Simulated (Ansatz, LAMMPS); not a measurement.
# Structural relaxation of amorphous polythiophene with methane (capped chains of 7 units), from a frame at 300 K (258 atoms)

Wanted: the relaxed structure of amorphous polythiophene with methane (capped chains of 7 units), from a frame at 300 K (258 atoms) and its electronic structure.

Calculated with Ansatz 0.2.0; Kohn-Sham DFT, PBE+D4, PAW (set soft_2), plane waves.

This is a report of a sequence of runs, with most program output left out.

## 1. Starting point

The cell holds 258 atoms: 126 C, 28 S and 104 H. Cell: a = 14.999 Å, b = 14.999 Å, c = 14.999 Å, α = 90.0°, β = 90.0°, γ = 90.0°. 4 polythiophene chains of 7 units with methyl end groups, 6 methane placed at random, at 1.24 g/cm³; overlaps pushed apart, then 20 ps at 800 K with MMFF94 bonds, angles, torsions, charges and radii (Halgren, J. Comput. Chem. 17, 490 (1996)) in harmonic and 12-6 forms. Snapshot after 30 ps at 300 K and fixed volume.

Before any run, some limits are plain. The network of contacts between molecules at the start is that of the classical potential that made the cell. Sampling is at Γ alone, for a cell whose shortest periodic width is 15 Å.

## 2. The classical run that made the cell

A classical potential makes the cell, at a small fraction of what the same run would cost in DFT.

This step: classical MD, MMFF94 bonds, angles, torsions, charges and radii (Halgren, J. Comput. Chem. 17, 490 (1996)) in harmonic and 12-6 forms; charges of ions scaled by 0.8 (LAMMPS 22 Jul 2025 - Update 4).

File in.lmp:

```
# amorphous polythiophene with methane
units real
atom_style full
boundary p p p
bond_style harmonic
angle_style harmonic
dihedral_style opls
improper_style harmonic
special_bonds lj 0 0 0.5 coul 0 0 0.75
read_data data.lmp
neigh_modify delay 0 every 1 check yes one 4000
comm_modify cutoff 12.0
timestep 0.5
thermo_style custom step time temp pe press density
thermo_modify norm yes
# push overlapping molecules apart
pair_style soft 2.6
pair_coeff * * 0.0
variable a equal ramp(1,60)
fix ad all adapt 1 pair soft a * * v_a
velocity all create 800 752839 mom yes dist gaussian
fix lim all nve/limit 0.03
fix lan all langevin 800 800 50 752840 zero yes
thermo 1000
run 3000 post no
unfix ad
pair_style lj/cut/coul/long 9.0
pair_modify mix arithmetic tail yes
pair_coeff 1 1 0.0678 3.3680   # C
pair_coeff 2 2 0.0678 3.5860   # C
pair_coeff 3 3 0.2681 3.7370   # S
pair_coeff 4 4 0.0216 2.5400   # H
kspace_style pppm 1.0e-4
thermo 100
# [... 16 lines left out ...]
compute msd all msd com yes
thermo 7500
fix md all nvt temp 300 300 100
run 30000 post no
print "== T300: mean square displacement over the hold $(c_msd[4]:%.2f) A^2"
unfix md
uncompute msd
write_dump all custom T300.dump id type xs ys zs modify sort id
```

The run is started by

```bash
> lmp -in in.lmp -log none -nocite
```

The job ended after 39 s (1 thread of AMD EPYC 9R45, shared host; peak memory 0.12 GiB).

The input also reads data.lmp (atoms, bonds and types; not printed here).

## 3. Single point at the start

The forces at the start show how far the geometry lies from a minimum of this functional.

File input.yaml:

```yaml
crystal:
  lattice:
    - [14.9994, 0.0, 0.0]
    - [0.0, 14.9994, 0.0]
    - [0.0, 0.0, 14.9994]
  atoms:
    - { symbol: C, position: [0.0549, 0.97611, 0.87234] }
    - { symbol: C, position: [0.11906, 0.9497, 0.94317] }
    - { symbol: C, position: [0.11358, 0.88547, 0.00722] }
    - { symbol: C, position: [0.19143, 0.88461, 0.05979] }
    - { symbol: C, position: [0.26406, 0.93489, 0.03603] }
    - { symbol: S, position: [0.22118, 0.00759, 0.95396] }
    - { symbol: C, position: [0.34789, 0.93903, 0.0759] }
    - { symbol: C, position: [0.39993, 0.01357, 0.08164] }
    - { symbol: C, position: [0.48222, 0.99721, 0.12761] }
    - { symbol: C, position: [0.49699, 0.90592, 0.14524] }
    - { symbol: S, position: [0.41053, 0.84339, 0.10669] }
    - { symbol: C, position: [0.56574, 0.86613, 0.19677] }
    - { symbol: C, position: [0.57658, 0.78188, 0.22653] }
    - { symbol: C, position: [0.66285, 0.76522, 0.26509] }
    - { symbol: C, position: [0.71842, 0.83505, 0.26243] }
    - { symbol: S, position: [0.66042, 0.92498, 0.22084] }
    - { symbol: C, position: [0.812, 0.83747, 0.28244] }
    - { symbol: C, position: [0.86486, 0.76198, 0.30749] }
    - { symbol: C, position: [0.95769, 0.78296, 0.30908] }
    - { symbol: C, position: [0.97109, 0.87364, 0.29539] }
    - { symbol: S, position: [0.87136, 0.93181, 0.28306] }
    - { symbol: C, position: [0.05395, 0.92147, 0.29599] }
    - { symbol: C, position: [0.13492, 0.88586, 0.28999] }
    - { symbol: C, position: [0.2045, 0.94632, 0.29371] }
    - { symbol: C, position: [0.17516, 0.03446, 0.29415] }
    - { symbol: S, position: [0.06149, 0.03403, 0.2875] }
    - { symbol: C, position: [0.21929, 0.11561, 0.30443] }
    - { symbol: C, position: [0.18268, 0.1978, 0.3084] }
    - { symbol: C, position: [0.24503, 0.2634, 0.31246] }
    - { symbol: C, position: [0.33224, 0.2322, 0.31729] }
    - { symbol: S, position: [0.33433, 0.11798, 0.32507] }
    - { symbol: C, position: [0.41398, 0.28043, 0.30739] }
    [... 220 atom lines left out ...]
    - { symbol: H, position: [0.55847, 0.59069, 0.06951] }
    - { symbol: C, position: [0.88034, 0.49257, 0.20315] }
    - { symbol: H, position: [0.94777, 0.52082, 0.21294] }
    - { symbol: H, position: [0.87811, 0.42277, 0.22577] }
    - { symbol: H, position: [0.86291, 0.49403, 0.13529] }
    - { symbol: H, position: [0.83432, 0.52866, 0.24782] }
kpoints:
  mp_grid: { grid: [1, 1, 1] }
hamiltonian:
  xc: pbe
  dispersion: d4
scf:
  occupations: { method: fixed }
output:
  forces: true
  stress: true
  populations: true
  dos:
    method: { smearing: { sigma: 0.15 } }
    de: 0.1
    projected: { site_lists: { C: [C], H: [H], S: [S] } }
  eigenvalues: true
```

The run is started by

```bash
> ansatz run input.yaml --threads 4 --pin off --max-ram 8192MiB --backend cpu --events-out ev --progress --plain --runs-dir out
```

The job ended after 33 s (4 threads of AMD EPYC 9R45, shared host; peak memory 5.2 GiB).

Read from the output:

| Property | Result |
| --- | --- |
| free energy | -58532.8356 eV |
| free energy per atom | -226.8715 eV/atom |
| SCF cycles | 11 |
| pressure | 2.096 GPa |
| r.m.s. force component | 0.8561 eV/Å |
| longest force | 3.694 eV/Å |
| Fermi energy | 1.602 eV |
| gap (highest filled to lowest empty level) | 1.337 eV |
| spilling of the projection | 0.01289 |

The r.m.s. force component of 0.86 eV/Å and the pressure of 2.1 GPa set the starting point.

Neighbours are counted within 1.85 Å (C-C), 1.34 Å (C-H), 2.17 Å (C-S).

Length of the force by element and coordination:

| element | coordination | atoms | mean length of the force (eV/Å) | spread | least | most |
| --- | --- | --- | --- | --- | --- | --- |
| C | all | 126 | 1.69 | 0.823 | 0.247 | 3.69 |
| C | 3 | 112 | 1.69 | 0.857 | 0.247 | 3.69 |
| C | 4 | 14 | 1.69 | 0.473 | 0.863 | 2.70 |
| H | all | 104 | 0.804 | 0.418 | 0.132 | 1.91 |
| S | all | 28 | 1.06 | 0.464 | 0.353 | 2.25 |

## 4. Cell and atoms relaxed

The cell is relaxed with the atoms, since the starting lattice needn't suit this functional.

input.yaml, the sections that differ from step 3:

```yaml
output:
  forces: true
relax:
  f_tol: 0.05
  max_steps: 200
  cell: {}
# crystal, kpoints, hamiltonian, scf: as in step 3
```

Run time: 16 min. Hardware: 4 threads; peak memory 4.6 GiB; 61 min of CPU time.

Relaxation path (22 of 66):

| step | energy less that of the first step (eV) | largest force component (eV/Å) | pressure (GPa) | volume (Å³) |
| --- | --- | --- | --- | --- |
| 1 | 0.0000 | 2.9966 | 2.10 | 3374.60 |
| 4 | -9.0561 | 0.2960 | -0.17 | 3312.02 |
| 7 | -9.6154 | 0.2203 | -0.05 | 3284.31 |
| 10 | -9.7683 | 0.0740 | 0.01 | 3252.57 |
| 13 | -9.8365 | 0.1250 | -0.08 | 3247.42 |
| 16 | -9.8884 | 0.1340 | -0.08 | 3241.03 |
| 20 | -9.9249 | 0.0903 | -0.02 | 3237.36 |
| 23 | -9.9432 | 0.2065 | -0.05 | 3234.83 |
| 26 | -9.9537 | 0.3608 | -0.07 | 3232.28 |
| 29 | -9.9723 | 0.1888 | -0.06 | 3230.19 |
| 32 | -9.9877 | 0.2439 | -0.04 | 3226.67 |
| 35 | -9.9992 | 0.0750 | -0.01 | 3225.97 |
| 38 | -10.0050 | 0.1468 | -0.02 | 3226.50 |
| 41 | -10.0112 | 0.1634 | -0.03 | 3226.16 |
| 44 | -10.0149 | 0.0531 | 0.00 | 3226.35 |
| 47 | -10.0177 | 0.0571 | -0.01 | 3226.25 |
| 51 | -10.0206 | 0.0096 | 0.00 | 3226.04 |
| 54 | -9.9450 | 0.0504 | 0.01 | 3188.89 |
| 57 | -9.9550 | 0.0871 | -0.03 | 3187.86 |
| 60 | -9.9600 | 0.0190 | 0.00 | 3187.43 |
| 63 | -9.9212 | 0.0621 | -0.03 | 3182.21 |
| 66* | -9.9196 | 0.0423 | 0.00 | 3175.41 |

Relaxation steps marked * repeat the geometry before them on a plane-wave basis chosen anew for their cell, so energy and pressure can jump there. Other such steps can lie between the rows shown. Relaxation steps 26, 43, 45, 50 were tried and not accepted.

| cell as run | before | after | change |
| --- | --- | --- | --- |
| a (Å) | 14.999 | 14.600 | -2.7 % |
| b (Å) | 14.999 | 14.899 | -0.7 % |
| c (Å) | 14.999 | 14.683 | -2.1 % |
| α (°) | 90.00 | 88.01 | -2.2 % |
| β (°) | 90.00 | 94.40 | +4.9 % |
| γ (°) | 90.00 | 86.33 | -4.1 % |
| volume (Å³/atom) | 13.08 | 12.31 | -5.9 % |

The atoms that moved most (Å, as changes of fractional coordinates times the final cell):

| atom | dx | dy | dz | length |
| --- | --- | --- | --- | --- |
| H247 | -0.464 | -2.351 | -0.691 | 2.493 |
| H256 | 2.188 | -0.638 | 0.164 | 2.285 |
| H258 | 1.752 | -0.745 | -0.198 | 1.914 |
| H257 | 0.836 | -1.625 | 0.478 | 1.889 |
| H255 | 1.037 | -1.089 | -1.080 | 1.851 |
| C254 | 1.456 | -1.036 | -0.125 | 1.792 |
| H47 | 1.100 | -0.368 | -1.263 | 1.715 |
| H245 | -0.713 | -1.275 | -0.755 | 1.645 |

The relaxation changed the energy by -38.4 meV/atom, and atoms moved by 0.72 Å r.m.s., 2.5 Å at most.

## 5. Local order after relaxation

Bonds before and after, by the cutoffs listed below:

| pair | bonds before | bonds after | mean before (Å) | mean after (Å) | spread before (Å) | spread after (Å) |
| --- | --- | --- | --- | --- | --- | --- |
| C-C | 116 | 116 | 1.403 | 1.409 | 0.040 | 0.030 |
| C-H | 104 | 104 | 1.086 | 1.092 | 0.023 | 0.005 |
| C-S | 56 | 56 | 1.727 | 1.739 | 0.029 | 0.004 |

Density 1.32 g/cm³, 12.31 Å³ an atom.

Pair distribution functions g(r), in bins of 0.2 Å:

| r (Å) | total | C-C | C-H | C-S | H-H | H-S | S-S |
| --- | --- | --- | --- | --- | --- | --- | --- |
| 1.00 | 3.31 | 0.00 | 8.45 | 0.00 | 0.00 | 0.00 | 0.00 |
| 1.20 | 0.09 | 0.00 | 0.23 | 0.00 | 0.00 | 0.00 | 0.00 |
| 1.40 | 2.24 | 9.38 | 0.00 | 0.00 | 0.00 | 0.00 | 0.00 |
| 1.60 | 0.00 | 0.00 | 0.00 | 0.00 | 0.00 | 0.00 | 0.00 |
| 1.80 | 1.44 | 0.00 | 0.00 | 6.75 | 4.45 | 0.00 | 0.00 |
| 2.00 | 0.00 | 0.00 | 0.00 | 0.00 | 0.00 | 0.00 | 0.00 |
| 2.20 | 1.11 | 0.00 | 2.73 | 0.00 | 0.19 | 0.00 | 0.00 |
| 2.40 | 0.51 | 1.65 | 0.00 | 0.00 | 0.75 | 0.00 | 0.00 |
| 2.60 | 1.23 | 2.07 | 0.08 | 3.02 | 2.38 | 0.00 | 0.00 |
| 2.80 | 0.84 | 0.00 | 0.91 | 2.60 | 1.02 | 0.43 | 0.00 |
| 3.00 | 0.72 | 0.00 | 1.01 | 0.00 | 0.77 | 2.21 | 0.00 |
| 3.20 | 0.85 | 0.26 | 1.01 | 0.82 | 0.86 | 1.66 | 2.12 |
| 3.40 | 0.99 | 0.29 | 1.53 | 0.37 | 1.01 | 1.17 | 0.84 |
| 3.60 | 1.03 | 0.78 | 0.88 | 0.57 | 1.04 | 3.05 | 0.24 |
| 3.80 | 1.05 | 1.66 | 0.74 | 0.95 | 0.85 | 1.24 | 1.32 |
| 4.00 | 1.01 | 1.35 | 0.88 | 1.02 | 1.05 | 0.63 | 0.40 |
| 4.20 | 0.96 | 0.90 | 1.06 | 0.94 | 1.03 | 0.56 | 1.07 |
| 4.40 | 1.01 | 0.81 | 1.18 | 0.89 | 0.88 | 1.01 | 2.04 |
| 4.60 | 1.11 | 0.98 | 1.23 | 1.27 | 1.04 | 1.07 | 0.46 |
| 4.80 | 1.19 | 1.33 | 1.32 | 1.13 | 0.81 | 1.00 | 0.84 |
| 5.00 | 1.05 | 0.97 | 1.09 | 1.19 | 1.09 | 0.88 | 1.17 |
| 5.20 | 1.02 | 1.08 | 0.90 | 1.26 | 1.06 | 1.10 | 0.48 |
| 5.40 | 0.94 | 1.03 | 0.91 | 0.78 | 0.94 | 1.08 | 0.99 |
| 5.60 | 0.95 | 1.01 | 0.96 | 0.91 | 0.89 | 0.91 | 1.13 |
| 5.80 | 0.93 | 0.95 | 1.01 | 0.80 | 0.86 | 0.74 | 1.06 |
| 6.00 | 1.06 | 1.19 | 1.02 | 1.05 | 0.91 | 1.11 | 1.34 |
| 6.20 | 0.99 | 1.09 | 0.89 | 1.10 | 1.07 | 0.93 | 0.92 |
| 6.40 | 0.95 | 0.98 | 0.91 | 1.06 | 0.88 | 0.98 | 1.19 |

Bonds by pair of elements; cutoffs follow the first minimum of g(r), held within bounds set by covalent radii, and pairs that aren't listed don't count as bonded:

| pair A-B | cutoff (Å) | bonds | mean length (Å) | spread (Å) | shortest (Å) | B about A | A about B |
| --- | --- | --- | --- | --- | --- | --- | --- |
| C-C | 1.82 | 116 | 1.41 | 0.03 | 1.38 | 1.84 | 1.84 |
| C-H | 1.34 | 104 | 1.09 | 0.005 | 1.09 | 0.825 | 1 |
| C-S | 2.12 | 56 | 1.74 | 0.004 | 1.73 | 0.444 | 2 |

How many atoms have how many bonded neighbours:

| element | mean | 1 | 2 | 3 | 4 |
| --- | --- | --- | --- | --- | --- |
| C | 3.11 | 0 | 0 | 112 | 14 |
| H | 1 | 104 | 0 | 0 | 0 |
| S | 2 | 0 | 28 | 0 | 0 |

Bond angles, per cent of each kind in bins of 5°:

| angle (°) | C-C-H | C-C-C | C-C-S | H-C-H | C-S-C |
| --- | --- | --- | --- | --- | --- |
| 90–95 | 0.0 | 0.0 | 0.0 | 0.0 | 100.0 |
| 95–100 | 0.0 | 0.0 | 0.0 | 0.0 | 0.0 |
| 100–105 | 0.0 | 0.0 | 0.0 | 0.0 | 0.0 |
| 105–110 | 5.1 | 0.0 | 14.3 | 95.0 | 0.0 |
| 110–115 | 12.5 | 50.0 | 35.7 | 5.0 | 0.0 |
| 115–120 | 0.0 | 0.0 | 7.1 | 0.0 | 0.0 |
| 120–125 | 82.4 | 0.0 | 42.9 | 0.0 | 0.0 |
| 125–130 | 0.0 | 45.5 | 0.0 | 0.0 | 0.0 |
| 130–135 | 0.0 | 4.5 | 0.0 | 0.0 | 0.0 |

Bond angles (no mean is given where the spread exceeds 20°):

| angle | count | mean (°) | spread (°) |
| --- | --- | --- | --- |
| C-C-H | 136 | 121 | 4.6 |
| C-C-C | 112 | 121 | 7.7 |
| C-C-S | 112 | 116 | 5.4 |
| H-C-H | 60 | 109 | 1 |
| C-S-C | 28 | 92.7 | 0.2 |

Bond length by coordination (bonds to H left out):

| element | coordination | atoms | mean bond length (Å) |
| --- | --- | --- | --- |
| C | 3 | 112 | 1.47 |
| C | 4 | 8 | 1.49 |

Rings of the network by King's shortest-path rule, up to 12 atoms, one path for each pair of neighbours; H, halogens, alkali and alkaline-earth atoms are left out, and the last column divides by all other atoms, bonded or not:

| ring size (atoms) | rings | per network atom |
| --- | --- | --- |
| 5 | 28 | 0.182 |

By these cutoffs 89 % of C atoms have 3, all H atoms have 1 and all S atoms have 2 bonded neighbours. The C-C-H angle averages 121° with a spread of 5°. All rings counted have 5 atoms.

(Continued in part 2 of 2.)

[Logs are printed without paths, hosts, clocks, repeated set-up lines and the standing remarks that a program may print on its own settings, such as how far it seeks lower states.]

[Hosts, paths, dates, database ids (printed as entryN), source tags and the programs' standing remarks are cut or masked in the printed files.]

[The MMFF94 radii named for the starting cell were scaled by 0.96; in molecules described by MMFF94, hydrogen bound to N, O or S took a small fixed 12-6 site in their place.]
